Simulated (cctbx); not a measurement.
**Lattice, Laue class and space group of a new crystal**

Cell: a = 12.8640 Å, b = 4.5760 Å, c = 9.1340 Å, α = 90.00°, β = 133.61°, γ = 90.00°. Expected content of the cell: Bi4 Mn24 N4.

Simulated single-crystal data (cctbx): Mo Kα, λ = 0.71073 Å, to d = 0.65 Å, 80 % of the full sphere, strongest reflection 40000 counts, noise from counting, a 1.5 % proportional error and a noise floor of 8 counts (s.d.); no absorption, some extinction.

Tests on the unmerged data give:

```text
4730 reflections to d = 0.650 A
centring   violations  <I/sigma> of those
    A       1133 of  2335     17.9
    B       1133 of  2356     17.7
    C          0 of  2361     -0.0
    I       1176 of  2367     18.4
    R       1526 of  3143     17.9
    F       1133 of  3526     11.8
Laue class    unique    Rint  (classes that these axes allow; Friedel mates merged)
C 1 2/m 1         819   0.054
space group    extra absences  I>4sigma  <I/sigma>
C 1 2 1                 0          0         -  acentric
C 1 m 1                 0          0         -  acentric
C 1 2/m 1               0          0         -  centric
Wilson B = 0.38 A^2   <|E^2-1|> = 0.700 (0.968 centric, 0.736 acentric)   E^2>4: 0.4 %
shell (A)         n   <I/sigma>
 6.61 - 1.30    113     42.4
 1.30 - 1.03    103     39.4
 1.03 - 0.90    105     36.0
 0.90 - 0.82    101     30.7
 0.82 - 0.76     97     35.7
 0.76 - 0.72    104     31.2
 0.72 - 0.68     95     31.5
 0.68 - 0.65    101     25.4
```

Q: Read the symmetry from these tables.

The reflections that C centring forbids are absent (⟨I/σ⟩ near 0), so the lattice is C.

Only C 1 2/m 1 fits these axes (Rint 0.054); a search for a hidden higher lattice was not made. It includes Bijvoet differences, since Friedel mates are merged.

3 settings pass the absence test. No glide or screw absences show, which leaves C 1 2 1, C 1 m 1 and C 1 2/m 1.

⟨|E²−1|⟩ = 0.700 leans to a non-centrosymmetric structure. The Wilson B of 0.38 Å² means U ≈ 0.0048 Å².

The true group is C2 (no. 5), Laue class 2/m, non-centrosymmetric. The tables only narrow the choice to the tied entries; cell content, site symmetry and trial solutions must settle it.

This is a model crystal, built by substitution and not relaxed, with assumed displacement parameters.

[Logs are printed without paths, hosts, clocks, repeated set-up lines and the standing remarks that a program may print on its own settings, such as how far it seeks lower states.]
